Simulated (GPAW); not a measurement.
The Se K edge of atom 2 in YSe (Fm-3m), with 6 Y at 2.85 Å (octahedral, site symmetry m-3m), was computed in 2 ways: excited-electron core hole (neutral cell) and no core hole. Program and functional: GPAW, LDA, Gaussian full width 2.33 eV up to 4 eV, rising linearly to 3.5 eV at 25 eV; cells of 2 and 12 atoms (the run without a hole in the smaller).

Each run is counted from its own lowest empty level or Fermi level and scaled to a mean of 1 over its first 20 eV.

```
E (eV)  run 1  run 2
  -2.0   0.01   0.02
  -1.5   0.04   0.05
  -1.0   0.11   0.12
  -0.5   0.21   0.24
   0.0   0.35   0.41
   0.5   0.51   0.62
   1.0   0.68   0.86
   1.5   0.86   1.07
   2.0   1.03   1.23
   2.5   1.13   1.29
   3.0   1.14   1.27
   3.5   1.09   1.24
   4.0   1.05   1.24
   4.5   1.07   1.33
   5.0   1.20   1.50
   5.5   1.42   1.69
   6.0   1.66   1.83
   6.5   1.86   1.85
   7.0   1.96   1.74
   7.5   1.92   1.51
   8.0   1.75   1.25
   8.5   1.49   0.99
   9.0   1.21   0.78
   9.5   0.97   0.64
  10.0   0.79   0.57
  10.5   0.69   0.56
  11.0   0.66   0.57
  11.5   0.66   0.58
  12.0   0.66   0.58
  12.5   0.63   0.58
  13.0   0.60   0.60
  13.5   0.59   0.63
  14.0   0.62   0.69
  14.5   0.69   0.77
  15.0   0.79   0.85
  15.5   0.88   0.92
  16.0   0.95   0.98
  16.5   0.97   1.00
  17.0   0.95   1.00
  17.5   0.89   0.96
  18.0   0.83   0.91
  18.5   0.79   0.86
  19.0   0.79   0.83
  19.5   0.82   0.83
  20.0   0.85   0.85
  20.5   0.88   0.89
  21.0   0.89   0.94
  21.5   0.88   0.99
  22.0   0.88   1.05
  22.5   0.90   1.12
  23.0   0.96   1.18
  23.5   1.05   1.23
  24.0   1.14   1.25
  24.5   1.23   1.25
  25.0   1.29   1.23
  25.5   1.30   1.19
  26.0   1.27   1.15
  26.5   1.22   1.10
  27.0   1.15   1.06
  27.5   1.08   1.01
  28.0   1.01   0.97
  28.5   0.96   0.94
  29.0   0.93   0.90
  29.5   0.92   0.87
  30.0   0.92   0.83
  30.5   0.92   0.80
  31.0   0.91   0.78
  31.5   0.88   0.77
  32.0   0.84   0.76
```

**Question.** Which run is which?

Run 1: no core hole (area from −2 to 6 eV 6.4, main maxima 2.8 eV (1.15), 7.2 eV (1.96), 16.4 eV (0.97) and 25.4 eV (1.30)). Run 2: excited-electron core hole (neutral cell) (area from −2 to 6 eV 7.5, main maxima 2.6 eV (1.29), 6.4 eV (1.86), 16.6 eV (1.01) and 24.2 eV (1.25)). With each curve scaled to its own mean, the area from −2 to 6 eV with the hole is 7.5 against 6.4, and the centre of weight from −1 to 20 eV moves by -0.2 eV: the hole pulls the absorber's empty states down.

[Banner, clock and machine lines of the logs are left out without a mark of their own.]

[Logs are printed without paths, hosts, clocks, repeated set-up lines and the standing remarks that a program may print on its own settings, such as how far it seeks lower states.]

[Hosts, paths, dates, database ids (printed as entryN), source tags and the programs' standing remarks are cut or masked in the printed files.]

[Lists of maxima count a maximum above −3 eV only where it reaches 4 % of the highest in the window and stands out from its surroundings by 2 % of it (1.5 % where it reaches 55 %); shoulders and weaker maxima are passed over, and of the rest the first, up to two pre-edge ones and the few strongest are named.]
